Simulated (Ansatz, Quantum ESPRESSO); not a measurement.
## LiY (Pm-3m): phonons and their coupling to the electrons

Wanted: the coupling constant λ of LiY (Pm-3m) at ambient pressure.

Main program and level: Quantum ESPRESSO 7.5; DFT PBE, scalar-relativistic, plane waves, PseudoDojo norm-conserving pseudopotentials.

The structure was built from a prototype and need not be the compound's stable phase.

**1. The structure**

Symmetry: Pm-3m, No. 221, cubic system. The conventional cell has a = 3.521 Å, b = 3.521 Å, c = 3.521 Å, α = 90.00°, β = 90.00°, γ = 90.00°. Nearest to Y lie 8 Li at 3.05 Å. Li has 8 Y at 3.05 Å nearest. Farther neighbours are not listed.

As a file:

```
CELL_PARAMETERS angstrom
3.52080 0.00000 0.00000
0.00000 3.52080 0.00000
0.00000 0.00000 3.52080
ATOMIC_POSITIONS crystal
Y 0.50000 0.50000 0.50000
Li 0.00000 0.00000 0.00000
```

**2. A probe with smearing**

A cheap run with smearing and empty bands tells whether the crystal has a gap, which decides between fixed occupations and smearing later on.

The input, probe.in:

```
&control
   calculation = 'scf'
   prefix = 'x'
   outdir = './tmp'
   pseudo_dir = './pseudo'
   tprnfor = .true.
   tstress = .true.
   verbosity = 'high'
/
&system
   ibrav = 1
   celldm(1) = 6.65334774
   nat = 2
   ntyp = 2
   ecutwfc = 74.0
   occupations = 'smearing'
   smearing = 'gaussian'
   degauss = 0.01
/
&electrons
   conv_thr = 1.0d-07
   mixing_beta = 0.7
   electron_maxstep = 100
/
ATOMIC_SPECIES
 Y      88.9058  Y.upf
 Li      6.9400  Li.upf
ATOMIC_POSITIONS crystal
 Y      0.500000000   0.500000000   0.500000000
 Li     0.000000000   0.000000000   0.000000000
K_POINTS automatic
 6 6 6 0 0 0
```

On the command line:

```sh
$ OMP_NUM_THREADS=1 mpirun -n 4 pw.x -nk 4 -in probe.in > probe.out
```

The log of the run:

```text
[banners, grids, parts of the stress and lines that vanish by symmetry left out]
Program PWSCF v.7.5
     bravais-lattice index     =            1
     lattice parameter (alat)  =       6.6533  a.u.
[...]
kinetic-energy cutoff     =      74.0000  Ry
     charge density cutoff     =     296.0000  Ry
     scf convergence threshold =      1.0E-07
[...]
Exchange-correlation= PBE
                           (   1   4   3   4   0   0   0)
[...]
48 Sym. Ops., with inversion, found
[...]
(     0          1          0      )
                  (     0          0          1      )
[...]
(  0.0000000  1.0000000  0.0000000 )
                  (  0.0000000  0.0000000  1.0000000 )
[...]
(     0         -1          0      )
                  (     0          0          1      )
[...]
(  0.0000000 -1.0000000  0.0000000 )
[...]
(     0          0          1      )
                  (     1          0          0      )
[...]
( -1.0000000  0.0000000  0.0000000 )
                  (  0.0000000  1.0000000  0.0000000 )
[...]
number of k points=    20  Gaussian smearing, width (Ry)=  0.0100
[...]
End of self-consistent calculation
[...]
the Fermi energy is     7.9685 ev
!    total energy              =     -95.97488739 Ry
[...]
convergence has been achieved in   6 iterations
[...]
atom    1 type  1   force =     0.00000000    0.00000000    0.00000000
     atom    2 type  2   force =     0.00000000    0.00000000    0.00000000
[...]
Total force =     0.000000     Total SCF correction =     0.000000
[...]
total   stress  (Ry/bohr**3)                   (kbar)     P=       69.27
[...]
XML data file, charge density, pseudopotentials, collected wavefunctions

   JOB DONE.
```

The job ended after 2.7 s (4 MPI ranks of Arm Neoverse V2, shared host).

Numbers from this step:

| Item | Value |
| --- | --- |
| volume per atom | 21.82 Å³ |
| pressure | 6.927 GPa |
| gap on the k-mesh | 0 eV |

No gap opens on this mesh, so smearing is kept; the start stands at 6.9 GPa.

**3. Relaxing the cell and atoms**

The harmonic expansion starts where the forces on the atoms vanish, and stress shifts the frequencies, so cell and atoms are relaxed with tight thresholds.

The input, relax.in:

```
&control
   calculation = 'vc-relax'
   prefix = 'x'
   outdir = './tmp'
   pseudo_dir = './pseudo'
   tprnfor = .true.
   tstress = .true.
   forc_conv_thr = 2.0d-05
   etot_conv_thr = 1.0d-07
   nstep = 40
/
&system
   ibrav = 1
   celldm(1) = 6.65334774
   nat = 2
   ntyp = 2
   ecutwfc = 74.0
   occupations = 'smearing'
   smearing = 'mv'
   degauss = 0.02
/
&electrons
   conv_thr = 1.0d-11
   mixing_beta = 0.7
   electron_maxstep = 100
/
&ions
/
&cell
   press_conv_thr = 0.1
/
ATOMIC_SPECIES
 Y      88.9058  Y.upf
 Li      6.9400  Li.upf
ATOMIC_POSITIONS crystal
 Y      0.500000000   0.500000000   0.500000000
 Li     0.000000000   0.000000000   0.000000000
K_POINTS automatic
 10 10 10 0 0 0
```

On the command line:

```sh
$ OMP_NUM_THREADS=1 mpirun -n 4 pw.x -nk 4 -in relax.in > relax.out
```

The log of the run:

```text
[banners, grids, parts of the stress and lines that vanish by symmetry left out]
[banner, memory and clock lines left out]
Program PWSCF v.7.5

[...]
kinetic-energy cutoff     =      74.0000  Ry
     charge density cutoff     =     296.0000  Ry
     scf convergence threshold =      1.0E-11
[...]
energy convergence thresh.=      1.0E-07
     force convergence thresh. =      2.0E-05
     press convergence thresh. =      1.0E-01
     Exchange-correlation= PBE
                           (   1   4   3   4   0   0   0)
[...]
48 Sym. Ops., with inversion, found
[...]
number of k points=    56  Marzari-Vanderbilt smearing, width (Ry)=  0.0200
[...]
End of self-consistent calculation
[...]
the Fermi energy is     7.9677 ev
!    total energy              =     -95.97467789 Ry
[...]
convergence has been achieved in   9 iterations
[...]
atom    1 type  1   force =     0.00000000    0.00000000    0.00000000
     atom    2 type  2   force =     0.00000000    0.00000000    0.00000000
     Total force =     0.000000     Total SCF correction =     0.000000
[...]
total   stress  (Ry/bohr**3)                   (kbar)     P=       69.78
[...]
number of bfgs steps    =   0
[...]
CELL_PARAMETERS (alat=  6.65334774)
[...]
ATOMIC_POSITIONS (crystal)
Y                0.5000000000        0.5000000000        0.5000000000
Li               0.0000000000        0.0000000000        0.0000000000
[...]
New effective cutoffs (rho, wfc):  288.32   72.27
[...]
End of self-consistent calculation
[...]
the Fermi energy is     7.6294 ev
!    total energy              =     -95.97904393 Ry
[...]
convergence has been achieved in   8 iterations
[...]
atom    1 type  1   force =     0.00000000    0.00000000    0.00000000
     atom    2 type  2   force =     0.00000000    0.00000000    0.00000000
     Total force =     0.000000     Total SCF correction =     0.000000
[...]
total   stress  (Ry/bohr**3)                   (kbar)     P=       51.77
[...]
number of bfgs steps    =   1
[...]
CELL_PARAMETERS (alat=  6.65334774)
[...]
ATOMIC_POSITIONS (crystal)
Y                0.5000000000        0.5000000000        0.5000000000
Li               0.0000000000        0.0000000000        0.0000000000
[...]
New effective cutoffs (rho, wfc):  281.02   70.44
[...]
End of self-consistent calculation
[...]
the Fermi energy is     7.2740 ev
!    total energy              =     -95.98251485 Ry
[...]
convergence has been achieved in   9 iterations
[...]
atom    1 type  1   force =     0.00000000    0.00000000    0.00000000
     atom    2 type  2   force =     0.00000000    0.00000000    0.00000000
     Total force =     0.000000     Total SCF correction =     0.000000
[...]
total   stress  (Ry/bohr**3)                   (kbar)     P=       34.09
[...]
number of bfgs steps    =   2
[...]
CELL_PARAMETERS (alat=  6.65334774)
[...]
ATOMIC_POSITIONS (crystal)
[...]
New effective cutoffs (rho, wfc):  270.59   67.83
[...]
End of self-consistent calculation
[...]
the Fermi energy is     6.7708 ev
!    total energy              =     -95.98531551 Ry
[...]
convergence has been achieved in   8 iterations
[...]
atom    1 type  1   force =     0.00000000    0.00000000    0.00000000
     atom    2 type  2   force =     0.00000000    0.00000000    0.00000000
     Total force =     0.000000     Total SCF correction =     0.000000
[...]
total   stress  (Ry/bohr**3)                   (kbar)     P=       11.25
[...]
number of bfgs steps    =   3
[...]
CELL_PARAMETERS (alat=  6.65334774)
[...]
ATOMIC_POSITIONS (crystal)
[...]
New effective cutoffs (rho, wfc):  265.38   66.52
[...]
End of self-consistent calculation
[...]
the Fermi energy is     6.5217 ev
!    total energy              =     -95.98571773 Ry
[...]
convergence has been achieved in   7 iterations
[...]
atom    1 type  1   force =     0.00000000    0.00000000    0.00000000
     atom    2 type  2   force =     0.00000000    0.00000000    0.00000000
     Total force =     0.000000     Total SCF correction =     0.000000
[...]
total   stress  (Ry/bohr**3)                   (kbar)     P=        0.85
[...]
number of bfgs steps    =   4
[...]
CELL_PARAMETERS (alat=  6.65334774)
[...]
ATOMIC_POSITIONS (crystal)
[...]
New effective cutoffs (rho, wfc):  264.95   66.41
[...]
End of self-consistent calculation
[...]
the Fermi energy is     6.5012 ev
!    total energy              =     -95.98572023 Ry
[...]
convergence has been achieved in   6 iterations
[...]
atom    1 type  1   force =     0.00000000    0.00000000    0.00000000
     atom    2 type  2   force =     0.00000000    0.00000000    0.00000000
     Total force =     0.000000     Total SCF correction =     0.000000
[...]
total   stress  (Ry/bohr**3)                   (kbar)     P=        0.02
[...]
number of bfgs steps    =   5
[...]
small trust_radius: resetting bfgs history
[...]
CELL_PARAMETERS (alat=  6.65334774)
[...]
ATOMIC_POSITIONS (crystal)
[...]
New effective cutoffs (rho, wfc):  264.95   66.41
[...]
End of self-consistent calculation
[...]
the Fermi energy is     6.5011 ev
!    total energy              =     -95.98572023 Ry
[...]
convergence has been achieved in   3 iterations
[...]
atom    1 type  1   force =     0.00000000    0.00000000    0.00000000
     atom    2 type  2   force =     0.00000000    0.00000000    0.00000000
     Total force =     0.000000     Total SCF correction =     0.000000
[...]
total   stress  (Ry/bohr**3)                   (kbar)     P=        0.02
[...]
bfgs converged in   7 scf cycles and   6 bfgs steps
[...]
End of BFGS Geometry Optimization
     Final enthalpy           =     -95.9857202342 Ry
     File ./tmp/x.bfgs deleted, as requested
[...]
CELL_PARAMETERS (alat=  6.65334774)
[...]
ATOMIC_POSITIONS (crystal)
Y                0.5000000000        0.5000000000        0.5000000000
Li               0.0000000000        0.0000000000        0.0000000000
[...]
Final scf calculation at the relaxed structure.
[...]
kinetic-energy cutoff     =      74.0000  Ry
     charge density cutoff     =     296.0000  Ry
     scf convergence threshold =      1.0E-13
[...]
press convergence thresh. =      1.0E-01
     Exchange-correlation= PBE
                           (   1   4   3   4   0   0   0)
[...]
48 Sym. Ops., with inversion, found
[...]
number of k points=    56  Marzari-Vanderbilt smearing, width (Ry)=  0.0200
[...]
End of self-consistent calculation
[...]
the Fermi energy is     6.5010 ev
!    total energy              =     -95.98603285 Ry
[...]
convergence has been achieved in  11 iterations
[...]
atom    1 type  1   force =     0.00000000    0.00000000    0.00000000
     atom    2 type  2   force =     0.00000000    0.00000000    0.00000000
     Total force =     0.000000     Total SCF correction =     0.000000
[...]
total   stress  (Ry/bohr**3)                   (kbar)     P=        1.85
[...]
XML data file, charge density, pseudopotentials, collected wavefunctions
```

The job ended after 47 s (4 MPI ranks; 3.1 min of CPU time).

Step by step:

```
step  energy less that of the first step (eV)  largest force (eV/Å)  pressure (GPa)  volume (Å³)
   1                                   0.0000                0.0000            6.98        43.64
   2                                  -0.0594                0.0000            5.18        45.22
   3                                  -0.1066                0.0000            3.41        46.99
   4                                  -0.1447                0.0000            1.12        49.73
   5                                  -0.1502                0.0000            0.08        51.20
   6                                  -0.1502                0.0000            0.00        51.33
   7                                  -0.1502                0.0000            0.00        51.33
   8                                  -0.1545                0.0000            0.18        51.33
```

```
conventional cell, symmetrised  before  after   change
                         a (Å)   3.521  3.716   +5.6 %
                         b (Å)   3.521  3.716   +5.6 %
                         c (Å)   3.521  3.716   +5.6 %
              volume (Å³/atom)   21.82  25.66  +17.6 %
```

The relaxed structure:

```cif
data_structure
_symmetry_space_group_name_H-M 'P 1'
_symmetry_Int_Tables_number 1
_cell_length_a 3.7163
_cell_length_b 3.7163
_cell_length_c 3.7163
_cell_angle_alpha 90.000
_cell_angle_beta 90.000
_cell_angle_gamma 90.000
_cell_volume 51.33
loop_
_atom_site_label
_atom_site_type_symbol
_atom_site_fract_x
_atom_site_fract_y
_atom_site_fract_z
_atom_site_occupancy
Y1 Y 0.50000 0.50000 0.50000 1
Li2 Li 0.00000 0.00000 0.00000 1
```

The last row of the table of steps is pw.x's closing run on a basis chosen anew for the final cell, so its energy can jump.

Numbers from this step:

```yaml
volume_per_atom: 25.66 Å³
pressure: 0.1850 GPa
```

The volume changes by +17.6 % from the cell with which this run began.

**4. Ground state**

The response is built on this ground state, so it is converged far tighter than an energy would need. Smearing stays on, as the first look found no gap above 0.3 eV.

The input, scf.in:

```
&control
   calculation = 'scf'
   prefix = 'x'
   outdir = './tmp'
   pseudo_dir = './pseudo'
   tprnfor = .true.
   tstress = .true.
/
&system
   ibrav = 1
   celldm(1) = 7.02283411
   nat = 2
   ntyp = 2
   ecutwfc = 74.0
   occupations = 'smearing'
   smearing = 'mv'
   degauss = 0.02
/
&electrons
   conv_thr = 1.0d-12
   mixing_beta = 0.7
   electron_maxstep = 100
/
ATOMIC_SPECIES
 Y      88.9058  Y.upf
 Li      6.9400  Li.upf
ATOMIC_POSITIONS crystal
 Y      0.500000000   0.500000000   0.500000000
 Li     0.000000000   0.000000000   0.000000000
K_POINTS automatic
 10 10 10 0 0 0
```

On the command line:

```sh
$ OMP_NUM_THREADS=1 mpirun -n 4 pw.x -nk 4 -in scf.in > scf.out
```

The log of the run:

```text
[banners, grids, parts of the stress and lines that vanish by symmetry left out]
[banner, memory and clock lines left out]
Program PWSCF v.7.5

[...]
kinetic-energy cutoff     =      74.0000  Ry
     charge density cutoff     =     296.0000  Ry
     scf convergence threshold =      1.0E-12
[...]
Exchange-correlation= PBE
                           (   1   4   3   4   0   0   0)
[...]
48 Sym. Ops., with inversion, found
[...]
number of k points=    56  Marzari-Vanderbilt smearing, width (Ry)=  0.0200
[...]
End of self-consistent calculation
[...]
the Fermi energy is     6.5010 ev
!    total energy              =     -95.98603285 Ry
[...]
convergence has been achieved in   9 iterations
[...]
atom    1 type  1   force =     0.00000000    0.00000000    0.00000000
     atom    2 type  2   force =     0.00000000    0.00000000    0.00000000
     Total force =     0.000000     Total SCF correction =     0.000000
[...]
total   stress  (Ry/bohr**3)                   (kbar)     P=        1.85
[...]
XML data file, charge density, pseudopotentials, collected wavefunctions
```

Elapsed: 8.2 s, on 4 MPI ranks.

The cell stands at 0.18 GPa, close enough for phonons.

**5. Levels on a dense mesh**

The coupling is a sum over pairs of states at the Fermi level and needs a much denser mesh than the density does.

scf_fit.in, as its differences from scf.in of step 4:

```diff
@@ -17,5 +17,6 @@
    degauss = 0.02
+   la2F = .true.
 /
 &electrons
-   conv_thr = 1.0d-12
+   conv_thr = 1.0d-10
    mixing_beta = 0.7
@@ -30,2 +31,2 @@
 K_POINTS automatic
- 10 10 10 0 0 0
+ 20 20 20 0 0 0
```

On the command line:

```sh
$ OMP_NUM_THREADS=1 mpirun -n 4 pw.x -nk 4 -in scf_fit.in > scf_fit.out
```

The log of the run:

```text
[banners, grids, parts of the stress and lines that vanish by symmetry left out]
[banner, memory and clock lines left out]
Program PWSCF v.7.5

[...]
kinetic-energy cutoff     =      74.0000  Ry
     charge density cutoff     =     296.0000  Ry
     scf convergence threshold =      1.0E-10
[...]
Exchange-correlation= PBE
                           (   1   4   3   4   0   0   0)
[...]
48 Sym. Ops., with inversion, found
[...]
number of k points=   286  Marzari-Vanderbilt smearing, width (Ry)=  0.0200
[...]
End of self-consistent calculation
[...]
the Fermi energy is     6.4935 ev
!    total energy              =     -95.98592995 Ry
[...]
convergence has been achieved in   9 iterations
[...]
atom    1 type  1   force =     0.00000000    0.00000000    0.00000000
     atom    2 type  2   force =     0.00000000    0.00000000    0.00000000
     Total force =     0.000000     Total SCF correction =     0.000000
[...]
total   stress  (Ry/bohr**3)                   (kbar)     P=        2.01
[...]
XML data file, charge density, pseudopotentials, collected wavefunctions
```

It took 37 s on 4 MPI ranks.

Numbers from this step:

| Quantity | Value |
| --- | --- |
| pressure | 0.2010 GPa |

**6. Ground state**

The run on the dense mesh left its levels for the electron-phonon sums; ph.x needs the ground state on the coarse mesh, so pw.x runs once more in the same folder.

scf.in is that of step 4.

On the command line:

```sh
$ OMP_NUM_THREADS=1 mpirun -n 4 pw.x -nk 4 -in scf.in > scf.out
```

The log of the run:

```text
[banners, grids, parts of the stress and lines that vanish by symmetry left out]
[banner, memory and clock lines left out]
Program PWSCF v.7.5

[...]
kinetic-energy cutoff     =      74.0000  Ry
     charge density cutoff     =     296.0000  Ry
     scf convergence threshold =      1.0E-12
[...]
Exchange-correlation= PBE
                           (   1   4   3   4   0   0   0)
[...]
48 Sym. Ops., with inversion, found
[...]
number of k points=    56  Marzari-Vanderbilt smearing, width (Ry)=  0.0200
[...]
End of self-consistent calculation
[...]
the Fermi energy is     6.5010 ev
!    total energy              =     -95.98603285 Ry
[...]
convergence has been achieved in   9 iterations
[...]
atom    1 type  1   force =     0.00000000    0.00000000    0.00000000
     atom    2 type  2   force =     0.00000000    0.00000000    0.00000000
     Total force =     0.000000     Total SCF correction =     0.000000
[...]
total   stress  (Ry/bohr**3)                   (kbar)     P=        1.85
[...]
XML data file, charge density, pseudopotentials, collected wavefunctions
```

Run time: 8.3 s. Hardware: 4 MPI ranks; 33 s of CPU time.

Read from the output:

* pressure: 0.1850 GPa

[end of part 1 of 4]

[Host names and launcher messages were left out of these logs when they were recorded.]

[Logs are printed without paths, hosts, clocks, repeated set-up lines and the standing remarks that a program may print on its own settings, such as how far it seeks lower states.]

[Hosts, paths, dates, database ids (printed as entryN), source tags and the programs' standing remarks are cut or masked in the printed files.]
